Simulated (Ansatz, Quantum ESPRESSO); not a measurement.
# Al: work function by face, part 5 of 6

Wanted: work functions of Al face by face, under two functionals.

Quantum ESPRESSO 7.5; plane-wave DFT, PBE, GBRV ultrasoft pseudopotentials; geometry and cross-check by Ansatz 0.2.0 with PAW datasets.

So far. Step 11 (Electrostatic potential of (100)): On (100) the work function under LDA lies +0.15 eV from PBE's. Step 12 (Geometry from Ansatz of (110)): The relaxation lowers the energy by 6 meV an atom. Held were the atoms numbered 3, 4 and 5; the forces quoted are those on the free ones.

**13. Ground state of (110), PBE**

Level of this step: plane-wave DFT, PBE, GBRV ultrasoft pseudopotentials (Quantum ESPRESSO 7.5).

Input file 110.pbe.in:

```
&control
  prefix = '110.pbe'
  outdir = './out'
  pseudo_dir = './pseudo'
  calculation = 'scf'
  tprnfor = .true.
/
&system
  ibrav = 0
  nat = 7
  ntyp = 1
  ecutwfc = 40
  ecutrho = 200
  occupations = 'smearing'
  smearing = 'mv'
  degauss = 0.02
/
&electrons
  conv_thr = 1e-07
  mixing_beta = 0.4
  electron_maxstep = 120
  mixing_mode = 'local-TF'
/
ATOMIC_SPECIES
  Al  26.9815  al_pbe_v1.uspp.F.UPF
CELL_PARAMETERS angstrom
  4.05000000000000 0.00000000000000 0.00000000000000
  0.00000000000000 2.86378246380000 0.00000000000000
  0.00000000000000 0.00000000000000 24.59134739140000
ATOMIC_POSITIONS crystal
  Al  0.000000000000 0.000000000000 0.327950523045
  Al  0.500000000000 0.500000000000 0.380461052445
  Al  0.000000000000 0.000000000000 0.441772558900
  Al  0.500000000000 0.500000000000 0.500000000000
  Al  0.000000000000 0.000000000000 0.558227441100
  Al  0.500000000000 0.500000000000 0.619538946505
  Al  0.000000000000 0.000000000000 0.672049477544
K_POINTS automatic
  8 10 1 0 0 0
```

The run is started by

```sh
$ OMP_NUM_THREADS=1 mpirun -n 2 pw.x -nk 2 -in 110.pbe.in > 110.pbe.out
```

Log:

```text
[banner, memory and clock lines left out]
Program PWSCF v.7.5 starts

          URL

     Message from routine setup:
     using ibrav=0 with symmetry is DISCOURAGED, use correct ibrav instead

     G-vector sticks info

     bravais-lattice index     =            0
     lattice parameter (alat)  =       7.6534  a.u.
     unit-cell volume          =    1924.7484 (a.u.)^3
     number of atoms/cell      =            7
     number of atomic types    =            1
     number of electrons       =        21.00
     number of Kohn-Sham states=           15
     kinetic-energy cutoff     =      40.0000  Ry
     charge density cutoff     =     200.0000  Ry
     scf convergence threshold =      1.0E-07
     mixing beta               =       0.4000
     number of iterations used =            8  local-TF  mixing
     Exchange-correlation= SLA  PW   PBE  PBE
                           (   1   4   3   4   0   0   0)

     celldm(1)=   7.653391  celldm(2)=   0.000000  celldm(3)=   0.000000
     celldm(4)=   0.000000  celldm(5)=   0.000000  celldm(6)=   0.000000

     crystal axes: (cart. coord. in units of alat)
               a(1) = (   1.000000   0.000000   0.000000 )
               a(2) = (   0.000000   0.707107   0.000000 )
               a(3) = (   0.000000   0.000000   6.071938 )

     reciprocal axes: (cart. coord. in units 2 pi/alat)
               b(1) = (  1.000000  0.000000  0.000000 )
               b(2) = (  0.000000  1.414214  0.000000 )
               b(3) = (  0.000000  0.000000  0.164692 )

     PseudoPot. # 1 for Al read from file:
     ./pseudo/al_pbe_v1.uspp.F.UPF
     Pseudo is Ultrasoft + core correction, Zval =  3.0
     Generated by new atomic code, or converted to UPF format
     Using radial grid of  893 points,  3 beta functions with:
                l(1) =   0
                l(2) =   1
                l(3) =   2
     Q(r) pseudized with  8 coefficients,  rinner =    0.900   0.900   0.900
                                                       0.900   0.900

     atomic species   valence    mass     pseudopotential
     Al                3.00    26.98150     Al( 1.00)

      8 Sym. Ops., with inversion, found

   Cartesian axes

     site n.     atom                  positions (alat units)
         1        Al     tau(   1) = (   0.0000000   0.0000000   1.9912951  )
         2        Al     tau(   2) = (   0.5000000   0.3535534   2.3101358  )
         3        Al     tau(   3) = (   0.0000000   0.0000000   2.6824154  )
         4        Al     tau(   4) = (   0.5000000   0.3535534   3.0359688  )
         5        Al     tau(   5) = (   0.0000000   0.0000000   3.3895222  )
         6        Al     tau(   6) = (   0.5000000   0.3535534   3.7618018  )
         7        Al     tau(   7) = (   0.0000000   0.0000000   4.0806425  )

     number of k points=    30  Marzari-Vanderbilt smearing, width (Ry)=  0.0200
                       cart. coord. in units 2pi/alat
        k(    1) = (   0.0000000   0.0000000   0.0000000), wk =   0.0250000
        k(    2) = (   0.0000000   0.1414214   0.0000000), wk =   0.0500000
        k(    3) = (   0.0000000   0.2828427   0.0000000), wk =   0.0500000
        k(    4) = (   0.0000000   0.4242641   0.0000000), wk =   0.0500000
        k(    5) = (   0.0000000   0.5656854   0.0000000), wk =   0.0500000
        k(    6) = (   0.0000000  -0.7071068   0.0000000), wk =   0.0250000
        k(    7) = (   0.1250000   0.0000000   0.0000000), wk =   0.0500000
        k(    8) = (   0.1250000   0.1414214   0.0000000), wk =   0.1000000
        k(    9) = (   0.1250000   0.2828427   0.0000000), wk =   0.1000000
        k(   10) = (   0.1250000   0.4242641   0.0000000), wk =   0.1000000
        k(   11) = (   0.1250000   0.5656854   0.0000000), wk =   0.1000000
        k(   12) = (   0.1250000  -0.7071068   0.0000000), wk =   0.0500000
        k(   13) = (   0.2500000   0.0000000   0.0000000), wk =   0.0500000
        k(   14) = (   0.2500000   0.1414214   0.0000000), wk =   0.1000000
        k(   15) = (   0.2500000   0.2828427   0.0000000), wk =   0.1000000
        k(   16) = (   0.2500000   0.4242641   0.0000000), wk =   0.1000000
        k(   17) = (   0.2500000   0.5656854   0.0000000), wk =   0.1000000
        k(   18) = (   0.2500000  -0.7071068   0.0000000), wk =   0.0500000
        k(   19) = (   0.3750000   0.0000000   0.0000000), wk =   0.0500000
        k(   20) = (   0.3750000   0.1414214   0.0000000), wk =   0.1000000
        k(   21) = (   0.3750000   0.2828427   0.0000000), wk =   0.1000000
        k(   22) = (   0.3750000   0.4242641   0.0000000), wk =   0.1000000
        k(   23) = (   0.3750000   0.5656854   0.0000000), wk =   0.1000000
        k(   24) = (   0.3750000  -0.7071068   0.0000000), wk =   0.0500000
        k(   25) = (  -0.5000000   0.0000000   0.0000000), wk =   0.0250000
        k(   26) = (  -0.5000000   0.1414214   0.0000000), wk =   0.0500000
        k(   27) = (  -0.5000000   0.2828427   0.0000000), wk =   0.0500000
        k(   28) = (  -0.5000000   0.4242641   0.0000000), wk =   0.0500000
        k(   29) = (  -0.5000000   0.5656854   0.0000000), wk =   0.0500000
        k(   30) = (  -0.5000000  -0.7071068   0.0000000), wk =   0.0250000

     Dense  grid:    91823 G-vectors     FFT dimensions: (  36,  25, 216)

     Smooth grid:    65793 G-vectors     FFT dimensions: (  32,  24, 192)

     Initial potential from superposition of free atoms

     starting charge      20.9827, renormalised to      21.0000

     negative rho (up, down):  2.228E-04 0.000E+00
     Starting wfcs are   28 randomized atomic wfcs

     per-process dynamical memory:    84.6 Mb

     Self-consistent Calculation

     iteration #  1     ecut=    40.00 Ry     beta= 0.40
     Davidson diagonalization with overlap
     ethr =  1.00E-02,  avg # of iterations =  3.0

     negative rho (up, down):  3.119E-06 0.000E+00

     total energy              =     -46.88135260 Ry
     estimated scf accuracy    <       0.52274637 Ry

     iteration #  2     ecut=    40.00 Ry     beta= 0.40
     Davidson diagonalization with overlap
     ethr =  2.49E-03,  avg # of iterations =  1.0

     negative rho (up, down):  1.150E-03 0.000E+00

     total energy              =     -46.81228207 Ry
     estimated scf accuracy    <       0.33038134 Ry

     iteration #  3     ecut=    40.00 Ry     beta= 0.40
     Davidson diagonalization with overlap
     ethr =  1.57E-03,  avg # of iterations =  1.9

     total energy              =     -46.84614035 Ry
     estimated scf accuracy    <       0.02977137 Ry

     iteration #  4     ecut=    40.00 Ry     beta= 0.40
[...]
Davidson diagonalization with overlap
     ethr =  2.79E-08,  avg # of iterations =  1.9

     negative rho (up, down):  2.705E-04 0.000E+00

     total energy              =     -46.84690567 Ry
     estimated scf accuracy    <       0.00000021 Ry

     iteration # 14     ecut=    40.00 Ry     beta= 0.40
     Davidson diagonalization with overlap
     ethr =  9.99E-10,  avg # of iterations =  4.0

     negative rho (up, down):  2.744E-04 0.000E+00

     End of self-consistent calculation

          k = 0.0000 0.0000 0.0000 (  8333 PWs)   bands (ev):

    -9.9274  -9.0214  -7.5733  -5.4662  -3.2430  -1.7594  -1.0149  -0.9310
    -0.3730   0.4019   0.5630   1.1125   2.2411   2.4894   3.3827

          k = 0.0000 0.1414 0.0000 (  8303 PWs)   bands (ev):

    -9.7471  -8.8419  -7.3952  -5.2900  -3.0704  -1.5920  -0.8506  -0.7640
    -0.2022   0.5682   0.7311   1.2622   2.3879   2.6557   3.5050

          k = 0.0000 0.2828 0.0000 (  8263 PWs)   bands (ev):

    -9.2074  -8.3049  -6.8626  -4.7634  -2.5573  -1.0898  -0.3875  -0.2632
     0.2561   1.0669   1.1104   1.1904   2.0218   2.2560   2.6833

          k = 0.0000 0.4243 0.0000 (  8211 PWs)   bands (ev):

    -8.3120  -7.4144  -5.9805  -3.8947  -1.7433  -1.3512  -0.6340  -0.2534
     0.5707   0.7527   1.0038   1.2373   1.8969   2.1481   2.7081

          k = 0.0000 0.5657 0.0000 (  8179 PWs)   bands (ev):

    -7.0672  -6.1782  -4.7626  -3.5671  -2.8538  -2.5424  -1.4512  -0.2315
     0.8104   0.9161   1.7358   1.8704   2.4020   2.9668   3.0540

          k = 0.0000-0.7071 0.0000 (  8166 PWs)   bands (ev):

    -5.5289  -5.4343  -4.7080  -4.4991  -3.4184  -2.9714  -1.5122  -0.6371
     0.9102   1.4097   2.3686   2.4677   2.9697   3.1318   3.3397

          k = 0.1250 0.0000 0.0000 (  8277 PWs)   bands (ev):

    -9.7867  -8.8820  -7.4363  -5.3352  -3.2709  -3.0567  -2.3344  -0.9402
    -0.9107   1.2361   1.3128   1.3591   2.1950   3.4877   3.5669

          k = 0.1250 0.1414 0.0000 (  8263 PWs)   bands (ev):

    -9.6066  -8.7027  -7.2584  -5.1592  -3.0986  -2.8845  -2.1637  -0.7717
    -0.7460   1.4023   1.4734   1.5057   2.3568   3.6461   3.6755

          k = 0.1250 0.2828 0.0000 (  8257 PWs)   bands (ev):

    -9.0674  -8.1661  -6.7262  -4.6331  -2.5841  -2.3726  -1.6550  -0.2766
    -0.2696   1.1469   1.8872   1.9902   2.2411   2.2795   2.9475

          k = 0.1250 0.4243 0.0000 (  8201 PWs)   bands (ev):

    -8.1727  -7.2764  -5.8450  -3.7651  -1.7476  -1.5869  -1.1485  -0.8871
    -0.3819   0.5368   0.8422   1.2016   2.6262   2.8457   3.0140

          k = 0.1250 0.5657 0.0000 (  8192 PWs)   bands (ev):

    -6.9289  -6.0413  -4.6282  -3.4334  -2.7204  -2.4185  -1.3329  -0.4734
    -0.0841   0.4058   0.9366   1.7507   1.9490   2.8599   3.1111

          k = 0.1250-0.7071 0.0000 (  8164 PWs)   bands (ev):

    -5.3919  -5.2977  -4.5721  -4.3647  -3.2846  -2.8422  -1.3910  -0.5049
     0.9523   1.0795   1.0802   1.5732   1.7696   2.0524   2.9759

          k = 0.2500 0.0000 0.0000 (  8235 PWs)   bands (ev):

    -9.3656  -8.4651  -7.0281  -4.9666  -4.9383  -4.0051  -2.9216  -2.4201
    -0.9708   0.0284   1.3064   2.4506   3.7615   3.7660   4.4322

          k = 0.2500 0.1414 0.0000 (  8248 PWs)   bands (ev):

    -9.1859  -8.2862  -6.8507  -4.7910  -4.7637  -3.8315  -2.7480  -2.2505
    -0.8037   0.1942   1.4619   2.6010   3.8919   3.8934   4.5550

          k = 0.2500 0.2828 0.0000 (  8232 PWs)   bands (ev):

    -8.6480  -7.7511  -6.3200  -4.2662  -4.2414  -3.3128  -2.2324  -1.7431
    -0.3148   0.6731   1.5113   2.1753   2.6716   3.1123   4.1343

          k = 0.2500 0.4243 0.0000 (  8213 PWs)   bands (ev):

    -7.7556  -6.8637  -5.4413  -3.3998  -3.3774  -2.4603  -1.4088  -0.9514
    -0.7450  -0.1072   0.7508   1.5537   1.5761   2.8731   3.4138

          k = 0.2500 0.5657 0.0000 (  8187 PWs)   bands (ev):

    -6.5150  -5.6320  -4.2280  -3.0437  -2.3217  -2.1400  -2.0980  -1.1896
    -0.9972   0.1362   0.3177   1.2498   1.2852   1.7319   2.1277

          k = 0.2500-0.7071 0.0000 (  8182 PWs)   bands (ev):

    -4.9817  -4.8895  -4.1650  -3.9643  -2.8845  -2.4627  -1.0489  -0.6761
    -0.5557  -0.1604   0.1683   0.4459   1.2424   1.4939   1.7155

          k = 0.3750 0.0000 0.0000 (  8236 PWs)   bands (ev):

    -8.6669  -7.7766  -6.5016  -6.2914  -5.5684  -4.2380  -4.1177  -2.1013
    -2.0548   0.2224   0.3467   2.6339   2.9179   4.7026   5.2359

          k = 0.3750 0.1414 0.0000 (  8226 PWs)   bands (ev):

    -8.4880  -7.5985  -6.3250  -6.1149  -5.3929  -4.0626  -3.9434  -1.9311
    -1.8845   0.3854   0.5133   2.7758   3.0762   4.8065   5.0746

          k = 0.3750 0.2828 0.0000 (  8220 PWs)   bands (ev):

    -7.9524  -7.0657  -5.7967  -5.5869  -4.8679  -3.5392  -3.4229  -1.4242
    -1.3762   0.8507   0.9979   2.3089   3.2218   3.3537   3.6286

          k = 0.3750 0.4243 0.0000 (  8241 PWs)   bands (ev):

    -7.0637  -6.1822  -4.9206  -4.7131  -3.9986  -2.6781  -2.5658  -0.6144
    -0.5533  -0.1330   0.6433   1.7331   1.8725   2.0691   2.2107

          k = 0.3750 0.5657 0.0000 (  8202 PWs)   bands (ev):

    -5.8287  -4.9563  -3.7071  -3.5114  -2.8036  -2.3336  -1.6617  -1.4234
    -1.3174  -0.3234  -0.0818   0.4537   0.8572   0.8650   1.9685

          k = 0.3750-0.7071 0.0000 (  8186 PWs)   bands (ev):

    -4.3008  -4.2167  -3.4892  -3.3136  -2.2547  -2.0984  -2.0805  -1.7876
    -1.3524  -1.1448  -0.2919  -0.1058   0.5687   0.5951   1.9605

          k =-0.5000 0.0000 0.0000 (  8204 PWs)   bands (ev):

    -7.7643  -7.6181  -6.9693  -6.6264  -5.6319  -5.0834  -3.6184  -2.9156
    -1.6720  -0.3061   0.5455   2.3342   2.9825   4.6098   5.2691

          k =-0.5000 0.1414 0.0000 (  8246 PWs)   bands (ev):

    -7.5864  -7.4403  -6.7923  -6.4494  -5.4565  -4.9076  -3.4419  -2.7458
    -1.5023  -0.1377   0.7077   2.4948   3.1262   4.7097   5.3353

          k =-0.5000 0.2828 0.0000 (  8248 PWs)   bands (ev):

    -7.0539  -6.9080  -6.2626  -5.9203  -4.9317  -4.3826  -2.9157  -2.2381
    -0.9971   0.3593   1.1746   2.9096   3.0475   3.3335   3.7369

          k =-0.5000 0.4243 0.0000 (  8246 PWs)   bands (ev):

    -6.1703  -6.0252  -5.3839  -5.0439  -4.0619  -3.5175  -2.0518  -1.4028
    -0.1802   0.7086   0.7570   1.2635   1.3088   1.8333   2.2595

          k =-0.5000 0.5657 0.0000 (  8204 PWs)   bands (ev):

    -4.9420  -4.8004  -4.1630  -3.8338  -2.8561  -2.3460  -1.4818  -1.3234
    -0.9000  -0.7317  -0.6044   0.0964   0.3103   1.1772   1.3404

          k =-0.5000-0.7071 0.0000 (  8176 PWs)   bands (ev):

    -3.4527  -3.4058  -3.2964  -3.0479  -2.6646  -2.5535  -2.5439  -1.9877
    -1.3604  -1.3044  -1.2680  -0.1316   0.1324   1.2273   1.3609

     the Fermi energy is     0.8684 ev

!    total energy              =     -46.84690578 Ry
     estimated scf accuracy    <       0.00000003 Ry
     smearing contrib. (-TS)   =      -0.00041342 Ry
     internal energy E=F+TS    =     -46.84649237 Ry

     The total energy is F=E-TS. E is the sum of the following terms:
     one-electron contribution =    -339.51913646 Ry
     hartree contribution      =     174.79854637 Ry
     xc contribution           =     -29.73573674 Ry
     ewald contribution        =     147.60983446 Ry

     convergence has been achieved in  14 iterations

     negative rho (up, down):  2.744E-04 0.000E+00

     Forces acting on atoms (cartesian axes, Ry/au):

     atom    1 type  1   force =     0.00000000    0.00000000    0.00175033
     atom    2 type  1   force =     0.00000000    0.00000000   -0.00078125
     atom    3 type  1   force =     0.00000000    0.00000000   -0.00475741
     atom    4 type  1   force =     0.00000000    0.00000000    0.00000000
     atom    5 type  1   force =     0.00000000    0.00000000    0.00475741
     atom    6 type  1   force =     0.00000000    0.00000000    0.00078125
     atom    7 type  1   force =     0.00000000    0.00000000   -0.00175033

     Total force =     0.007254     Total SCF correction =     0.000108

     XML data file, charge density, pseudopotentials, collected wavefunctions

                                        0.00s GPU  (     759 calls)
```

Wall time 38 s (2 MPI ranks of Arm Neoverse V2, shared host); peak memory 0.33 GiB; 77 s of CPU time.

Numbers from this step:

* free energy: -637.3846 eV
* Fermi energy: 0.8684 eV

**14. Electrostatic potential of (110)**

Input file 110.pbe.pot.in:

```
&inputpp
  prefix = '110.pbe'
  outdir = './out'
  filplot = '110.pbe.pot.dat'
  plot_num = 11
/
```

The run is started by

```sh
$ OMP_NUM_THREADS=1 mpirun -n 2 pp.x -in 110.pbe.pot.in > 110.pbe.pot.out
```

Log:

```text
[banner, memory and clock lines left out]
Program POST-PROC v.7.5 starts

          URL

     ./out/110.pbe.save/

     IMPORTANT: XC functional enforced from input :
     Exchange-correlation= PBE
                           (   1   4   3   4   0   0   0)
     Any further DFT definition will be discarded
     Please, verify this is what you really want

     negative rho (up, down):  2.744E-04 0.000E+00

     Calling punch_plot, plot_num =  11
     Writing data to file  110.pbe.pot.dat
     Message from routine chdens:
     namelist plot not found or invalid, exiting
```

Run time: 0.81 s. Hardware: 2 MPI ranks; peak memory 0.11 GiB; 1.5 s of CPU time.

This step gave:

| Item | Value |
| --- | --- |
| work function of the upper face | 4.028 eV |
| slope of the potential above | 2.05e-4 eV/Å |
| upper vacuum line continued to the top atoms, over the Fermi level | 4.027 eV |
| work function of the lower face | 4.028 eV |
| slope of the potential below | -1.41e-4 eV/Å |
| lower vacuum line continued to the bottom atoms, over the Fermi level | 4.027 eV |

The potential energy, planar mean oscillates, so the rows of the table below give means over windows of 1.48 Å about each position, cut where the curve ends. Its maxima inside the range that stand out by 2 % of the span (Å: eV): 8.7: -6.61, 10.1: -4.45, 11.6: -5.23, 13.0: -5.23, 14.5: -4.45, 15.9: -6.61. Its minima: 8.2: -8.20, 9.3: -8.48, 10.9: -8.25, 12.3: -8.44, 13.7: -8.25, 15.3: -8.48, 16.4: -8.20.

Electrostatic potential energy of an electron; zero at the Fermi level. Table of potential energy, planar mean by z; means over each step:

```tsv
z (Å)	potential energy, planar mean (eV)
0.74	4.03
2.22	4.03
3.70	4.03
5.18	3.98
6.66	2.42
8.14	-6.41
9.62	-6.61
11.10	-6.69
12.58	-6.82
14.06	-6.42
15.54	-7.40
17.02	-3.40
18.50	3.60
19.98	4.02
21.46	4.03
22.94	4.03
24.42	4.03
```

(Part 5 of 6 ends here.)

[Logs are printed without paths, hosts, clocks, repeated set-up lines and the standing remarks that a program may print on its own settings, such as how far it seeks lower states.]

[Hosts, paths, dates, database ids (printed as entryN), source tags and the programs' standing remarks are cut or masked in the printed files.]

[Maps of the electrostatic potential energy from Ansatz leave out the sawtooth potential of an applied field or a dipole correction, so their vacuum need not be flat; planar profiles and work functions include it.]
